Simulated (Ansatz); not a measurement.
# armchair BAs nanoribbon (N = 4, H edges): bands under strain

What gap, if any, does the armchair BAs nanoribbon (N = 4, H edges) have, and how does it change under strain?

Program: Ansatz 0.2.0. Level of theory: DFT PBE, plane waves, PAW; relaxation of a wire's period, in the first sound run; inputs show where later runs differ. Results are calculated unless marked as measured.

Most raw output is cut from this account.

### 1. The starting structure

The cell holds 12 atoms: 4 B, 4 As and 4 H. Its edges and angles: a = 14.690 Å, b = 7.000 Å, c = 5.880 Å, α = 90.0°, β = 90.0°, γ = 90.0°. Vacuum lies along a and b. The structure's axis is c.

### 2. The relaxed wire

Band widths follow the bond lengths, so the wire is relaxed first. The atoms and the third cell vector are free; the box across stays fixed as vacuum. A Fermi-Dirac smearing is set since the result may be a metal. The pressure printed is a third of the stress's trace over the whole box, vacuum included; only the stress along the axis is relaxed.

input.yaml

```yaml
crystal:
  lattice:
    - [14.69, 0.0, 0.0]
    - [0.0, 7.0, 0.0]
    - [0.0, 0.0, 5.88]
  atoms:
    - { symbol: B, position: [0.326687414, 0.5, 0.0] }
    - { symbol: B, position: [0.55778473, 0.5, 0.0] }
    - { symbol: As, position: [0.326687414, 0.5, 0.333333333] }
    - { symbol: As, position: [0.55778473, 0.5, 0.333333333] }
    - { symbol: H, position: [0.741129795, 0.5, 0.402210884] }
    - { symbol: H, position: [0.238257318, 0.5, 0.460884354] }
    - { symbol: B, position: [0.442236072, 0.5, 0.5] }
    - { symbol: B, position: [0.673333389, 0.5, 0.5] }
    - { symbol: As, position: [0.442236072, 0.5, 0.833333333] }
    - { symbol: As, position: [0.673333389, 0.5, 0.833333333] }
    - { symbol: H, position: [0.258891007, 0.5, 0.902210884] }
    - { symbol: H, position: [0.761763484, 0.5, 0.960884354] }
kpoints:
  mp_grid: { grid: [1, 1, 14] }
scf:
  occupations: { method: fermi_dirac, width: 0.05 }
hamiltonian:
  xc: pbe
relax:
  cell: { fix: [a, b, alpha, beta, gamma] }
  max_steps: 45
  f_tol: 0.03
```

On the command line:

```console
$ ansatz run input.yaml --threads 4 --pin off --max-ram 16384MiB --backend cpu --events-out ev --progress --plain --runs-dir out
```

Run time: 25 s. Hardware: 4 threads of Arm Neoverse V1, shared host; peak memory 0.98 GiB; 91 s of CPU time.

Relaxation path:

```csv
step,energy less that of the first step (eV),largest force component (eV/Å),pressure (GPa),volume (Å³)
1,0.0000,1.2111,-0.17,604.64
2,-0.1448,0.4850,0.02,608.04
3,-0.1647,0.0810,0.08,605.89
4,-0.1654,0.0097,0.10,605.71
5*,-0.1656,0.0097,0.10,605.71
```

Relaxation steps marked * repeat the geometry before them on a plane-wave basis chosen anew for their cell, so energy and pressure can jump there.

Forces are held to the 4 operations that the run works with; a distortion that breaks them can't arise in this run.

```csv
cell as run,before,after,change
c (Å),5.880,5.890,+0.2 %
```

The atoms that moved most (Å, along periodic axes as changes of fractional coordinates times the final cell, across vacuum about the mean position):

```csv
atom,dx,dy,dz,length
As10,-0.084,0.000,-0.046,0.096
As3,0.084,0.000,-0.046,0.096
H6,0.087,0.000,-0.039,0.095
H12,-0.087,0.000,-0.039,0.095
H5,0.055,0.000,0.018,0.058
H11,-0.055,0.000,0.018,0.058
B7,0.017,0.000,0.028,0.032
B2,-0.017,0.000,0.028,0.032
```

Numbers from this step:

```yaml
cell_length_along_the_wire: 5.890 Å
```

The cell's length comes to 5.890 Å with spin left out.

### 3. Bands of the perfect wire

This step: DFT PBE, plane waves, PAW; bands of a perfect wire (Ansatz 0.2.0).

At the relaxed period the bands are computed along the axis; those that cross an energy going forward count the channels that a perfect wire would open there.

input.yaml

```yaml
crystal:
  lattice:
    - [14.69, 0.0, 0.0]
    - [0.0, 7.0, 0.0]
    - [0.0, 0.0, 5.8904156545]
  atoms:
    - { symbol: B, position: [0.326526541, 0.5, 0.002103256] }
    - { symbol: B, position: [0.556657162, 0.5, 0.00467966] }
    - { symbol: As, position: [0.332404948, 0.5, 0.325441699] }
    - { symbol: As, position: [0.558130241, 0.5, 0.337938618] }
    - { symbol: H, position: [0.744858155, 0.5, 0.40530939] }
    - { symbol: H, position: [0.244156562, 0.5, 0.45428928] }
    - { symbol: B, position: [0.44336364, 0.5, 0.50467966] }
    - { symbol: B, position: [0.673494261, 0.5, 0.502103256] }
    - { symbol: As, position: [0.441890562, 0.5, 0.837938618] }
    - { symbol: As, position: [0.667615854, 0.5, 0.825441699] }
    - { symbol: H, position: [0.255162647, 0.5, 0.90530939] }
    - { symbol: H, position: [0.75586424, 0.5, 0.95428928] }
kpoints:
  mp_grid: { grid: [1, 1, 14] }
  band_path: { path: ["Γ", Z], npoints: 90 }
scf:
  occupations: { method: fermi_dirac, width: 0.05 }
hamiltonian:
  xc: pbe
output:
  dos: { e_range: [-5, 4] }
  write_potential: true
  write_density: true
  volumetric_format: npy
```

The job ended after 46 s (4 threads; peak memory 1.8 GiB; 3 min of CPU time).

This step gave:

```
band gap : 1.623 eV
```

Electronic bands along the path, in eV, zero at the Fermi level:

```csv
point,band 35,band 36,band 37,band 38,band 39,band 40,band 41,band 42
Γ,-2.74,-2.53,-0.95,-0.82,0.80,0.92,2.79,2.91
halfway,-3.18,-2.35,-1.81,-1.16,1.14,1.85,2.66,2.76
Z,-2.90,-2.90,-1.81,-1.81,1.76,1.76,2.54,2.54
```

The gap is 1.62 eV, with spin left out.

On this path the gap is direct, 1.62 eV, with the valence top at Γ and the conduction bottom at Γ.

### 4. Strain along the wire, period over the relaxed period 0.96, k-mesh 1×1×11

This step: DFT PBE, plane waves, PAW; relaxation at a fixed period (Ansatz 0.2.0).

The period is set to 0.96 times the relaxed one and the atoms relax within it: strain changes bond lengths and angles, which shifts the bands against each other. Against the first PBE run of this kind, the mesh along the wire has 11 points against 14.

The cell differs from the one that the last finished run ended in (c 5.890 → 5.655 Å).

Changes to input.yaml since step 3:

```diff
@@ -4,3 +4,3 @@
     - [0.0, 7.0, 0.0]
-    - [0.0, 0.0, 5.8904156545]
+    - [0.0, 0.0, 5.6547990283]
   atoms:
@@ -19,3 +19,3 @@
 kpoints:
-  mp_grid: { grid: [1, 1, 14] }
+  mp_grid: { grid: [1, 1, 11] }
   band_path: { path: ["Γ", Z], npoints: 90 }
@@ -25,6 +25,6 @@
   xc: pbe
+relax:
+  max_steps: 40
+  f_tol: 0.02
 output:
-  dos: { e_range: [-5, 4] }
-  write_potential: true
-  write_density: true
-  volumetric_format: npy
+  stress: true
```

Run time: 51 s. Hardware: 4 threads; peak memory 1.8 GiB.

Step by step:

```csv
step,energy less that of the first step (eV),largest force component (eV/Å)
1,0.0000,1.0220
2,-0.1249,0.4093
3,-0.1494,0.0392
4,-0.1496,0.0077
```

The run keeps the 4 symmetry operations that it works with, so distortions that break them were not tested.

The atoms that moved most (Å):

```csv
atom,dx,dy,dz,length
H12,0.008,0.000,0.119,0.119
H6,-0.008,0.000,0.119,0.119
H5,0.023,0.000,-0.106,0.109
H11,-0.023,0.000,-0.106,0.109
B8,0.054,0.000,-0.033,0.063
B1,-0.054,0.000,-0.033,0.063
As10,0.051,0.000,0.023,0.056
As3,-0.051,0.000,0.023,0.056
```

Final coordinates:

```xyz
12
Lattice="14.6900 0.0000 0.0000 0.0000 7.0000 0.0000 0.0000 0.0000 5.6548" Properties=species:S:1:pos:R:3
B     4.7428    3.5000   -0.0210
B     8.1878    3.5000    0.0060
As    4.8320    3.5000    1.8629
As    8.2114    3.5000    1.9296
H    10.9649    3.5000    2.1855
H     3.5787    3.5000    2.6874
B     6.5025    3.5000    2.8334
B     9.9475    3.5000    2.8064
As    6.4789    3.5000    4.7570
As    9.8583    3.5000    4.6903
H     3.7254    3.5000    5.0129
H    11.1116    3.5000    5.5148
```

This step gave:

* band gap: 1.658 eV

The electronic bands at the labelled points (eV, zero at the Fermi level):

```csv
point,band 35,band 36,band 37,band 38,band 39,band 40,band 41,band 42
Γ,-2.70,-2.64,-0.95,-0.83,0.83,0.96,2.48,2.84
halfway,-3.01,-2.50,-1.79,-1.25,1.08,1.93,2.61,2.61
Z,-2.98,-2.98,-1.92,-1.92,1.64,1.64,2.65,2.65
```

The gap is 1.66 eV, against 1.62 eV under PBE at the relaxed period.

### 5. At a strained period, period over the relaxed period 0.98, k-mesh 1×1×11

The period is set to 0.98 times the relaxed one and the atoms relax within it: strain changes bond lengths and angles, which shifts the bands against each other. Against the first PBE run of this kind, the mesh along the wire has 11 points against 14.

The cell differs from the one that the last finished run ended in (c 5.655 → 5.773 Å).

Changes to input.yaml since step 4:

```diff
@@ -4,3 +4,3 @@
     - [0.0, 7.0, 0.0]
-    - [0.0, 0.0, 5.6547990283]
+    - [0.0, 0.0, 5.7726073414]
   atoms:
```

The job ended after 51 s (4 threads; peak memory 1.8 GiB; 3.3 min of CPU time).

The steps of the relaxation:

```csv
step,energy less that of the first step (eV),largest force component (eV/Å)
1,0.0000,0.4449
2,-0.0297,0.1748
3,-0.0350,0.0148
4,-0.0350,0.0151
```

Forces are held to the 4 operations that the run works with; a distortion that breaks them can't arise in this run.

The atoms that moved most (Å):

```csv
atom,dx,dy,dz,length
H12,0.002,0.000,0.062,0.062
H6,-0.002,0.000,0.062,0.062
H5,0.011,0.000,-0.056,0.057
H11,-0.011,0.000,-0.056,0.057
B8,0.027,0.000,-0.017,0.032
B1,-0.027,0.000,-0.017,0.032
As10,0.024,0.000,0.011,0.026
As3,-0.024,0.000,0.011,0.026
```

Final coordinates:

```xyz
12
Lattice="14.6900 0.0000 0.0000 0.0000 7.0000 0.0000 0.0000 0.0000 5.7726" Properties=species:S:1:pos:R:3
B     4.7699    3.5000   -0.0051
B     8.1817    3.5000    0.0182
As    4.8591    3.5000    1.8895
As    8.2046    3.5000    1.9600
H    10.9532    3.5000    2.2839
H     3.5851    3.5000    2.6841
B     6.5086    3.5000    2.9045
B     9.9204    3.5000    2.8812
As    6.4857    3.5000    4.8463
As    9.8312    3.5000    4.7758
H     3.7371    3.5000    5.1702
H    11.1052    3.5000    5.5704
```

The gap is 1.70 eV, against 1.62 eV under PBE at the relaxed period.

### 6. At a strained period, period over the relaxed period 1.02, k-mesh 1×1×10

The period is set to 1.02 times the relaxed one and the atoms relax within it: strain changes bond lengths and angles, which shifts the bands against each other. Against the first PBE run of this kind, the mesh along the wire has 10 points against 14.

The cell differs from the one that the last finished run ended in (c 5.773 → 6.008 Å).

Changes to input.yaml since step 5:

```diff
@@ -4,3 +4,3 @@
     - [0.0, 7.0, 0.0]
-    - [0.0, 0.0, 5.7726073414]
+    - [0.0, 0.0, 6.0082239676]
   atoms:
@@ -19,3 +19,3 @@
 kpoints:
-  mp_grid: { grid: [1, 1, 11] }
+  mp_grid: { grid: [1, 1, 10] }
   band_path: { path: ["Γ", Z], npoints: 90 }
```

Elapsed: 52 s, on 4 threads; peak memory 1.9 GiB; 3.4 min of CPU time.

Step by step:

```csv
step,energy less that of the first step (eV),largest force component (eV/Å)
1,0.0000,0.3178
2,-0.0244,0.1213
3,-0.0277,0.0118
4,-0.0277,0.0117
```

The run keeps the 4 symmetry operations that it works with, so distortions that break them were not tested.

The atoms that moved most (Å):

```csv
atom,dx,dy,dz,length
H6,0.005,0.000,-0.058,0.058
H12,-0.005,0.000,-0.058,0.058
H11,0.006,0.000,0.057,0.057
H5,-0.006,0.000,0.057,0.057
B1,0.022,0.000,0.016,0.027
B8,-0.022,0.000,0.016,0.027
As3,0.024,0.000,-0.012,0.026
As10,-0.024,0.000,-0.012,0.026
```

The relaxed structure:

```xyz
12
Lattice="14.6900 0.0000 0.0000 0.0000 7.0000 0.0000 0.0000 0.0000 6.0082" Properties=species:S:1:pos:R:3
B     4.8187    3.5000    0.0288
B     8.1716    3.5000    0.0341
As    4.9067    3.5000    1.9434
As    8.1968    3.5000    2.0217
H    10.9356    3.5000    2.4918
H     3.5918    3.5000    2.6712
B     6.5187    3.5000    3.0382
B     9.8716    3.5000    3.0330
As    6.4935    3.5000    5.0258
As    9.7836    3.5000    4.9476
H     3.7547    3.5000    5.4959
H    11.0985    3.5000    5.6754
```

The electronic bands at the labelled points (eV, zero at the Fermi level):

```csv
point,band 35,band 36,band 37,band 38,band 39,band 40,band 41,band 42
Γ,-2.81,-2.46,-1.01,-0.78,0.77,0.89,2.89,2.89
halfway,-3.12,-2.30,-1.82,-1.13,1.15,1.79,2.66,2.67
Z,-2.88,-2.88,-1.77,-1.77,1.78,1.78,2.43,2.43
```

The gap is 1.56 eV, against 1.62 eV under PBE at the relaxed period.

### 7. At a strained period, period over the relaxed period 1.04, k-mesh 1×1×10

The period is set to 1.04 times the relaxed one and the atoms relax within it: strain changes bond lengths and angles, which shifts the bands against each other. Against the first PBE run of this kind, the mesh along the wire has 10 points against 14.

The cell differs from the one that the last finished run ended in (c 6.008 → 6.126 Å).

Changes to input.yaml since step 6:

```diff
@@ -4,3 +4,3 @@
     - [0.0, 7.0, 0.0]
-    - [0.0, 0.0, 6.0082239676]
+    - [0.0, 0.0, 6.1260322807]
   atoms:
```

Wall time 54 s (4 threads); peak memory 1.9 GiB; 3.6 min of CPU time.

The steps of the relaxation:

```csv
step,energy less that of the first step (eV),largest force component (eV/Å)
1,0.0000,0.5388
2,-0.0920,0.1927
3,-0.1028,0.0246
4,-0.1029,0.0086
```

The run keeps the 4 symmetry operations that it works with, so distortions that break them were not tested.

The atoms that moved most (Å):

```csv
atom,dx,dy,dz,length
H6,0.011,0.000,-0.119,0.119
H12,-0.011,0.000,-0.119,0.119
H11,0.019,0.000,0.110,0.112
H5,-0.019,0.000,0.110,0.112
B1,0.048,0.000,0.032,0.058
B8,-0.048,0.000,0.032,0.058
As3,0.048,0.000,-0.023,0.054
As10,-0.048,0.000,-0.023,0.054
```

The relaxed structure:

```cif
data_structure
_symmetry_space_group_name_H-M 'P 1'
_symmetry_Int_Tables_number 1
_cell_length_a 14.6900
_cell_length_b 7.0000
_cell_length_c 6.1260
_cell_angle_alpha 90.000
_cell_angle_beta 90.000
_cell_angle_gamma 90.000
_cell_volume 629.94
loop_
_atom_site_label
_atom_site_type_symbol
_atom_site_fract_x
_atom_site_fract_y
_atom_site_fract_z
_atom_site_occupancy
B1 B 0.32979 0.50000 0.00736 1
B2 B 0.55604 0.50000 0.00697 1
As3 As 0.33569 0.50000 0.32164 1
As4 As 0.55762 0.50000 0.33557 1
H5 H 0.74358 0.50000 0.42333 1
H6 H 0.24488 0.50000 0.43490 1
B7 B 0.44398 0.50000 0.50697 1
B8 B 0.67023 0.50000 0.50736 1
As9 As 0.44241 0.50000 0.83557 1
As10 As 0.66433 0.50000 0.82164 1
H11 H 0.25644 0.50000 0.92333 1
H12 H 0.75514 0.50000 0.93490 1
```

Electronic bands along the path, in eV, zero at the Fermi level:

```csv
point,band 35,band 36,band 37,band 38,band 39,band 40,band 41,band 42
Γ,-2.86,-2.41,-1.09,-0.75,0.74,0.85,2.78,2.98
halfway,-3.07,-2.26,-1.84,-1.11,1.15,1.73,2.53,2.61
Z,-2.86,-2.86,-1.73,-1.73,1.80,1.80,2.30,2.30
```

The gap is 1.49 eV, against 1.62 eV under PBE at the relaxed period.

### 8. At a strained period, period over the relaxed period 1.06, k-mesh 1×1×10

The period is set to 1.06 times the relaxed one and the atoms relax within it: strain changes bond lengths and angles, which shifts the bands against each other. Against the first PBE run of this kind, the mesh along the wire has 10 points against 14.

The cell differs from the one that the last finished run ended in (c 6.126 → 6.244 Å).

Changes to input.yaml since step 7:

```diff
@@ -4,3 +4,3 @@
     - [0.0, 7.0, 0.0]
-    - [0.0, 0.0, 6.1260322807]
+    - [0.0, 0.0, 6.2438405938]
   atoms:
```

It took 54 s on 4 threads; peak memory 2 GiB.

The electronic bands at the labelled points (eV, zero at the Fermi level):

```csv
point,band 35,band 36,band 37,band 38,band 39,band 40,band 41,band 42
Γ,-2.81,-2.36,-1.16,-0.72,0.71,0.81,2.50,3.00
halfway,-3.02,-2.23,-1.85,-1.09,1.14,1.66,2.36,2.46
Z,-2.84,-2.84,-1.70,-1.70,1.81,1.81,2.16,2.16
```

The gap is 1.44 eV, against 1.62 eV under PBE at the relaxed period.

### 9. The series together

Times are for 4 threads of Arm Neoverse V1, shared host. The series side by side:

```csv
no.,period over the relaxed period,k-mesh,pressure (GPa),band gap (eV),time,memory (GiB)
1,0.96,1×1×11,0.8247,1.658,51 s,1.8
2,0.98,1×1×11,0.4525,1.697,51 s,1.8
3,1.02,1×1×10,-0.2401,1.556,52 s,1.9
4,1.04,1×1×10,-0.5327,1.491,54 s,1.9
5,1.06,1×1×10,-0.8161,1.436,54 s,2.0
```

### 10. What came out

| Item | Value |
| --- | --- |
| cell length, PBE | 5.890 Å |
| gap, PBE | 1.62 eV |
| gap, period scaled by 0.96 | 1.66 eV |
| gap, period scaled by 0.98 | 1.70 eV |
| gap, period scaled by 1.02 | 1.56 eV |
| gap, period scaled by 1.04 | 1.49 eV |
| gap, period scaled by 1.06 | 1.44 eV |

What this shows: Under PBE the cell's length is 5.89 Å, and a gap of 1.62 eV makes it a semiconductor. Strain matters: under PBE the gap goes from 1.62 eV to 1.66 eV at 0.96 times the period, 1.70 eV at 0.98 times the period, 1.56 eV at 1.02 times the period, 1.49 eV at 1.04 times the period and 1.44 eV at 1.06 times the period.

[Logs are printed without paths, hosts, clocks, repeated set-up lines and the standing remarks that a program may print on its own settings, such as how far it seeks lower states.]

[Hosts, paths, dates, database ids (printed as entryN), source tags and the programs' standing remarks are cut or masked in the printed files.]
